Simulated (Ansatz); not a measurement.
# Electron scattering at the Σ9 (114) boundary in bcc Mo, part 2 of 3

Wanted: what the Σ9 (114) boundary in bcc Mo costs an interconnect.

Ansatz 0.2.0; Ansatz plane-wave DFT, r2SCAN, PAW files; relaxation of a bicrystal slab with its lowest layers held; PAW set soft_1 (the session's first sound run).

So far. Step 2 (Relaxing the bicrystal): The largest force component on a free atom ends at 0.026 eV/Å, under the tolerance of 0.03, after 11 steps.

**3. Transmission across the boundary**

Bulk layers of each grain are laid under and over the relaxed boundary, and a lead is named in the middle of each, away from the free faces. The mesh across the current, 16×16, is finer than the density's, because channels open and close sharply across the zone. Energies from -0.1 to 0.1 eV in steps of 0.05 eV are too few for the program's thermal sum, so it prints no conductance; for a metal the transmission near the Fermi level serves, at a fraction of the cost.

This step: Ansatz plane-wave DFT, r2SCAN, PAW files; ballistic transport by layer matching (Landauer), zero bias; boundary relaxed in a short slab, bulk layers laid on; PAW set soft_1 (Ansatz 0.2.0).

System of this step: Σ9 (114) boundary in bcc Mo. The cell holds 56 atoms: 56 Mo. Cell: a = 5.219 Å, b = 4.451 Å, c = 49.114 Å, α = 90.0°, β = 90.0°, γ = 64.8°. It derives from Mo. Regions: lower grain, 23 atoms (23 Mo); boundary, 14 atoms (14 Mo); upper grain, 19 atoms (19 Mo). Vacuum lies along c.

input.yaml reads:

```yaml
crystal:
  lattice:
    - [5.2187091076, 0.0, 0.0]
    - [1.8977124028, 4.0256559262, 0.0]
    - [0.0, 0.0, 49.1139490717]
  atoms:
    - { symbol: Mo, position: [-16.6666666671, 8.3333333335, 0.0814432575] }
    - { symbol: Mo, position: [-16.1111111115, 8.0555555557, 0.0965459936] }
    - { symbol: Mo, position: [-15.5555555559, 7.7777777779, 0.1116487298] }
    - { symbol: Mo, position: [-15.0000000004, 7.5000000002, 0.1267514659] }
    - { symbol: Mo, position: [-14.4444444448, 7.2222222224, 0.141854202] }
    - { symbol: Mo, position: [-13.8888888892, 6.9444444446, 0.1569569382] }
    - { symbol: Mo, position: [-13.3333333337, 6.6666666668, 0.1720596743] }
    - { symbol: Mo, position: [-12.7777777781, 6.388888889, 0.1871624104] }
    - { symbol: Mo, position: [-12.2222222225, 6.1111111112, 0.2022651466] }
    - { symbol: Mo, position: [-11.666666667, 5.8333333335, 0.2173678827] }
    - { symbol: Mo, position: [-11.1111111114, 5.5555555557, 0.2324706189] }
    - { symbol: Mo, position: [-10.5555555558, 5.2777777779, 0.247573355] }
    - { symbol: Mo, position: [-10.0000000003, 5.0000000001, 0.2626760911] }
    - { symbol: Mo, position: [-9.4444444447, 4.7222222223, 0.2777788273] }
    - { symbol: Mo, position: [-8.8888888891, 4.4444444445, 0.2928815634] }
    - { symbol: Mo, position: [-8.3333333335, 4.1666666668, 0.3079842995] }
    - { symbol: Mo, position: [-7.777777778, 3.888888889, 0.3230870357] }
    - { symbol: Mo, position: [-7.2222222224, 3.6111111112, 0.3381897718] }
    - { symbol: Mo, position: [-6.6666666668, 3.3333333334, 0.353292508] }
    - { symbol: Mo, position: [-6.1111111113, 3.0555555556, 0.3683952441] }
    - { symbol: Mo, position: [-5.5555555557, 2.7777777778, 0.3834979802] }
    - { symbol: Mo, position: [-5.0000000001, 2.5000000001, 0.3986007164] }
    - { symbol: Mo, position: [-4.4444444446, 2.2222222223, 0.4137034525] }
    - { symbol: Mo, position: [0.111111111, 0.9444444445, 0.4288061886] }
    - { symbol: Mo, position: [0.6633215772, 0.6683392114, 0.4432992988] }
    - { symbol: Mo, position: [0.2221734462, 0.3889132769, 0.4592018727] }
    - { symbol: Mo, position: [0.7728616521, 0.113569174, 0.4734543166] }
    - { symbol: Mo, position: [0.3421636749, 0.8289181626, 0.4894567429] }
    - { symbol: Mo, position: [0.8852778241, 0.5573610879, 0.5020984929] }
    - { symbol: Mo, position: [0.4365828398, 0.2817085801, 0.5248407363] }
    - { symbol: Mo, position: [-0.0096683079, 0.004834154, 0.5303982717] }
    - { symbol: Mo, position: [0.8546098045, 0.5726950978, 0.5576606101] }
    - { symbol: Mo, position: [0.3141877252, 0.8429061374, 0.5718959236] }
    - { symbol: Mo, position: [0.7445083245, 0.1277458378, 0.5862032106] }
    - { symbol: Mo, position: [0.1927080678, 0.4036459661, 0.6007012218] }
    - { symbol: Mo, position: [0.6304222759, 0.684788862, 0.616166342] }
    - { symbol: Mo, position: [0.0775765601, 0.9612117199, 0.6316047559] }
    - { symbol: Mo, position: [-4.4779789954, 2.2389894977, 0.646707492] }
    - { symbol: Mo, position: [-5.033534551, 2.5167672755, 0.6618102282] }
    - { symbol: Mo, position: [-5.5890901066, 2.7945450533, 0.6769129643] }
    - { symbol: Mo, position: [-6.1446456621, 3.0723228311, 0.6920157005] }
    - { symbol: Mo, position: [-6.7002012177, 3.3501006088, 0.7071184366] }
    - { symbol: Mo, position: [-7.2557567733, 3.6278783866, 0.7222211727] }
    - { symbol: Mo, position: [-7.8113123288, 3.9056561644, 0.7373239089] }
    - { symbol: Mo, position: [-8.3668678844, 4.1834339422, 0.752426645] }
    - { symbol: Mo, position: [-8.92242344, 4.46121172, 0.7675293811] }
    - { symbol: Mo, position: [-9.4779789955, 4.7389894978, 0.7826321173] }
    - { symbol: Mo, position: [-10.0335345511, 5.0167672755, 0.7977348534] }
    - { symbol: Mo, position: [-10.5890901067, 5.2945450533, 0.8128375896] }
    - { symbol: Mo, position: [-11.1446456622, 5.5723228311, 0.8279403257] }
    - { symbol: Mo, position: [-11.7002012178, 5.8501006089, 0.8430430618] }
    - { symbol: Mo, position: [-12.2557567734, 6.1278783867, 0.858145798] }
    - { symbol: Mo, position: [-12.811312329, 6.4056561645, 0.8732485341] }
    - { symbol: Mo, position: [-13.3668678845, 6.6834339422, 0.8883512702] }
    - { symbol: Mo, position: [-13.9224234401, 6.96121172, 0.9034540064] }
    - { symbol: Mo, position: [-14.4779789957, 7.2389894978, 0.9185567425] }
kpoints:
  mp_grid: { grid: [6, 6, 1] }
hamiltonian:
  xc: r2scan
  pseudopotentials: { kind: paw, azcp: { folder: soft_1 } }
scf:
  occupations: { method: fermi_dirac, width: 0.1 }
output:
  transmission:
    leads: [[12, 13], [45, 46]]
    kmesh: [16, 16]
    e_range: [-0.1, 0.1]
    de: 0.05
  write_potential: true
  write_density: true
  volumetric_format: npy
  elf: true
```

Command:

```console
> ansatz run input.yaml --threads 4 --pin off --max-ram 15360MiB --backend cpu --events-out ev --progress --plain --runs-dir out
```

Numbers of over 12 decimals in the logs are rounded to 6 here.

The log of the run:

```text
[...]
Crystal: 56 atoms, lattice volume = 1031.822 Å³
Basis set: ecut = 500 eV, 26203 PW (Γ), exchange–correlation on 160×144×1440 points (64 copies of the dense FFT grid, shifted against one another)
Bands: 471, of which v1, the nominal top of the filled ones, is band 392 counted from 1 (391 counted from 0)
Symmetry: 2 space group operations
[...]
k-points: 13 of 36 (time reversal used)
[...]
SCF iter   1: F=—  HF=-278206.004384 eV  |F-HF|=—  |Δ(HF+E_count)|=         —  Δρ=9.86e-2  dr2=7.03e2  dr2_τ=3.45e0  ethr=3.10e-3  ⟨swp⟩=6.2  Hψ=21535  notcnv=0
[...]
SCF iter  12: F=-278175.238651 eV  HF=-278175.238651 eV  |F-HF|=3.73e-9  |Δ(HF+E_count)|=   1.87e-7  Δρ=2.03e-6  dr2=8.50e-8  dr2_τ=4.47e-9  ethr=1.28e-11  ⟨swp⟩=15.4  Hψ=26087  notcnv=0
SCF 1 converged in 12 iterations: F = -278175.238651 eV  dr2 = 8.50e-8
[...]
transmission: 347 of 3431 steps passed
transmission: 688 of 3431 steps passed
[...]
transmission: 3431 of 3431 steps passed
WARN: The output density's exchange-correlation potential varies sharply where the density is thin. Do not read a vacuum level from v_tot or v_xc, or from such a field of the output density. On a cell that repeats whose density bears no net charge and no dipole along the vacuum's axis use v_es (v_loc + v_h of the components); under efield.dipole_correction with no amplitude use v_es + v_field, which holds any externa [...]
SCF converged after 12 iterations
Free energy (F): -278175.238651 eV
[...]
Internal energy: -278174.010945 eV  (E = F + TS)
E sigma→0 (E₀):  -278174.624798 eV
Entropy (-TS):   -1.227706 eV (-21.923 meV/atom)
Fermi energy:    17.274133 eV
[...]
--- Band table (eV; the first three rows and the last of 13) ---
  k-point 0: bands = [... 388 lower, 16.5132, 16.5747, 16.7377, 16.8108, 16.9049, 17.0774, 17.1000, 17.1284, ... 75 higher]
  k-point 1: bands = [... 388 lower, 16.7449, 16.8141, 16.8700, 16.9242, 16.9845, 17.0271, 17.0448, 17.0754, ... 75 higher]
  k-point 2: bands = [... 388 lower, 17.1524, 17.1995, 17.2346, 17.2859, 17.3714, 17.4059, 17.5118, 17.5560, ... 75 higher]
  k-point 12: bands = [... 388 lower, 17.7041, 17.7878, 17.8010, 17.9487, 17.9598, 18.0814, 18.1401, 18.1671, ... 75 higher]
--- Transmission ---
  basis      : 221 plane waves across, 47 finite elements along
  points     : 73, standing for a mesh of 16 x 16
  energies   : 5 from -0.100000 to 0.100000 eV about the Fermi level, 0.050000 eV apart; the leads are filled to 0.000000 eV, and channels, transmission and decay are at 0.000000 eV
  crystal 0  : Mo3, at the sites [12, 13], period 2.2253 Å, over 17.80 Å; its Hamiltonian steps by up to 19.0 meV
    offset         : up to 0.0000 Å between an atom of the period and one for which it stands
    channels       : 3.265625e0 a spin
    conductance    : none, the energies end too early or step too widely for 300 K: set another output.transmission.e_range or a lower de, or, where they end at an eighth of basis.ecutwfc, a higher one
[...]
channels       : 3.265625e0 a spin
[...]
junction   : crystal 0 to crystal 1, 12.94 to 36.17 Å
    transmission   : 1.576707e0 a spin
[...]
```

Wall time 32 min (4 threads of Arm Neoverse V1, shared host); peak memory 12 GiB; 2.1 h of CPU time.

Reading the cycles: dr2 is the Hartree energy of the density residual (eV), the measure of convergence; HF is the Harris–Foulkes estimate of the energy, which meets the free energy F at convergence.

Numbers from this step:

```
free energy                                    : -278175.2387 eV
energy at zero smearing                        : -278174.6248 eV
Fermi energy                                   : 17.27 eV
cell area                                      : 21.01 Å²
transmission per spin nearest the Fermi level  : 1.577
open channels per spin nearest the Fermi level : 3.266
open channels per spin, upper lead             : 3.266
step of the lead's potential                   : 19 meV
step of the upper lead's potential             : 17.7 meV
```

Per spin. The transmission, zone mean by energy, zero at the Fermi level:

| energy (eV) | transmission, zone mean |
| --- | --- |
| -0.1000 | 1.55 |
| -0.0500 | 1.55 |
| 0.0000 | 1.58 |
| 0.0500 | 1.62 |
| 0.1000 | 1.66 |

Per spin. Open channels, zone mean against energy, zero at the Fermi level:

| energy (eV) | lead | upper lead |
| --- | --- | --- |
| -0.1000 | 3.25 | 3.25 |
| -0.0500 | 3.23 | 3.23 |
| 0.0000 | 3.27 | 3.27 |
| 0.0500 | 3.35 | 3.35 |
| 0.1000 | 3.52 | 3.5 |

Transmission over k1 and k2. At 0.0000 eV from the Fermi level.

Ten even steps from '0' (0.07) to '9' (2.75):
```
3666666354533545
8985898867515768
9644699665115669
5444542430103424
2332145420024541
4446565541455656
5589777755777798
3998877656778899
5897777557777985
4656554145565644
2145420024541233
5424301034245444
9966511566996446
8867515768898589
3545335453666666
7466266474662664
```
Columns: k1 (b1) from -0.5 to 0.438; rows upwards: k2 (b2) from -0.5 to 0.438.

Open channels over k1 and k2. At 0.0000 eV from the Fermi level.

Ten even steps from '0' (1.00) to '9' (6.00):
```
4666666464644646
8984898888424888
8844888644004468
4242442220002224
2222244420024442
2226444642464446
2246466644666464
2466666464666664
2464666446664642
2644464246444622
2244420024442222
4422200022244242
8864400446888448
8888424888898489
4646446464666666
6466266464662664
```
Columns: k1 (b1) from -0.5 to 0.438; rows upwards: k2 (b2) from -0.5 to 0.438.

Electrostatic potential energy in the cb plane at fractional x = 0.300, with atoms of Mo within 0.2 Å of it. With pseudopotentials it is smooth inside the atoms' cores, unlike the true potential.

Ten even steps from '0' (-42 eV) to '9' (21 eV), each cell a mean:
```
22479985214798888999730005899988899999999999
00379984002788878999720004899887899999999999
21479985214798888999730005899988899999999999
65789987657899999999864347999999999999999999
88888888889999999988888788889999999999999999
99864358999999999866789998667899999999999999
99720016899888898621479986213799888999999999
99610005899877888410269985102688878899999999
99720016899888898521379986213799888999999999
99863358999999999865789998656899989999999999
88888788889999999988888888889999999999999999
66789998667899999999874358999999999999999999
```
Columns run along c (16.0 Å, from fractional 0.67 to 1.00 of the cell; values clipped at the 3rd and 97th percentile), rows up along b (4.5 Å). Atoms in or near the plane, at fractional coordinates: Mo at (0.71, 0.35), Mo at (0.84, 0.85).

ELF in the cb plane at fractional x = 0.300, with atoms of Mo within 0.2 Å of it. It is the smooth field of the valence electrons, not physical close to the nuclei.

Values, 7 rows by 16 columns, each cell a mean:
```
0.63 0.29 0.33 0.61 0.30 0.24 0.38 0.39 0.64 0.36 0.34 0.23 0.29 0.27 0.08 0.01
0.56 0.30 0.33 0.54 0.30 0.24 0.39 0.38 0.66 0.36 0.35 0.22 0.31 0.27 0.08 0.01
0.26 0.30 0.29 0.25 0.38 0.36 0.34 0.30 0.34 0.28 0.33 0.37 0.35 0.22 0.06 0.00
0.37 0.55 0.45 0.42 0.28 0.31 0.33 0.37 0.34 0.38 0.32 0.33 0.19 0.09 0.03 0.00
0.33 0.58 0.51 0.37 0.27 0.27 0.53 0.50 0.27 0.53 0.51 0.30 0.20 0.05 0.02 0.00
0.37 0.49 0.40 0.41 0.31 0.34 0.29 0.33 0.34 0.33 0.28 0.36 0.21 0.11 0.03 0.00
0.26 0.31 0.29 0.25 0.37 0.32 0.38 0.32 0.41 0.30 0.36 0.33 0.36 0.24 0.06 0.00
```
Columns run along c (16.0 Å, from fractional 0.67 to 1.00 of the cell), rows up along b (4.5 Å). Atoms in or near the plane, at fractional coordinates: Mo at (0.71, 0.35), Mo at (0.84, 0.85).

Valence density in the cb plane at fractional x = 0.300, with atoms of Mo within 0.2 Å of it. It is the smooth field of the valence electrons, not physical close to the nuclei.

Values in e/Å³, 7 rows by 16 columns, each cell a mean:
```
2.9 0.4 0.9 2.9 0.5 0.5 0.3 1.2 5.6 1.0 0.3 0.4 0.1 0.0 0.0 0.0
2.4 0.4 0.8 2.3 0.4 0.4 0.3 1.0 4.8 0.8 0.3 0.4 0.1 0.0 0.0 0.0
0.5 0.4 0.4 0.4 0.3 0.3 0.3 0.4 0.8 0.4 0.3 0.3 0.1 0.0 0.0 0.0
0.3 2.7 1.7 0.3 0.3 0.3 1.0 1.1 0.3 1.2 1.0 0.3 0.2 0.0 0.0 0.0
0.4 4.9 3.2 0.3 0.5 0.4 2.2 2.2 0.3 2.4 2.0 0.4 0.3 0.0 0.0 0.0
0.3 1.9 1.3 0.3 0.3 0.3 0.8 0.8 0.3 0.9 0.7 0.3 0.2 0.0 0.0 0.0
0.6 0.4 0.4 0.6 0.3 0.3 0.3 0.4 1.2 0.4 0.3 0.3 0.1 0.0 0.0 0.0
```
Columns run along c (16.0 Å, from fractional 0.67 to 1.00 of the cell), rows up along b (4.5 Å). Atoms in or near the plane, at fractional coordinates: Mo at (0.71, 0.35), Mo at (0.84, 0.85).

Over the solved energies the transmission per spin lies between 1.55 and 1.66, out of 3.32 channels of the lead on average (up to 3.52).

**4. Specific resistance**

This step: Ansatz plane-wave DFT, r2SCAN, PAW files; ballistic transport by layer matching (Landauer), zero bias; specific resistance of the boundary; PAW set soft_1 (Ansatz 0.2.0).

Numbers from this step:

```
area resistance                      : 0.8849 fΩ m²
T over the leads' mean channel count : 0.4799
```

Averaged over the energies near the Fermi level, 48.0 % of the channels pass, which makes 0.885 fΩ m².

By hand, with T and the leads' channels N averaged over the energies near the Fermi level: RA = A (h/2e²)(1/T − ½[1/N₁ + 1/N₂]) = 21.01×10⁻²⁰ m² × 12 906 Ω × (1/1.594 − ½[1/3.322 + 1/3.319]) = 0.885 fΩ m².

[end of part 2 of 3]

[Logs are printed without paths, hosts, clocks, repeated set-up lines and the standing remarks that a program may print on its own settings, such as how far it seeks lower states.]

[Hosts, paths, dates, database ids (printed as entryN), source tags and the programs' standing remarks are cut or masked in the printed files.]
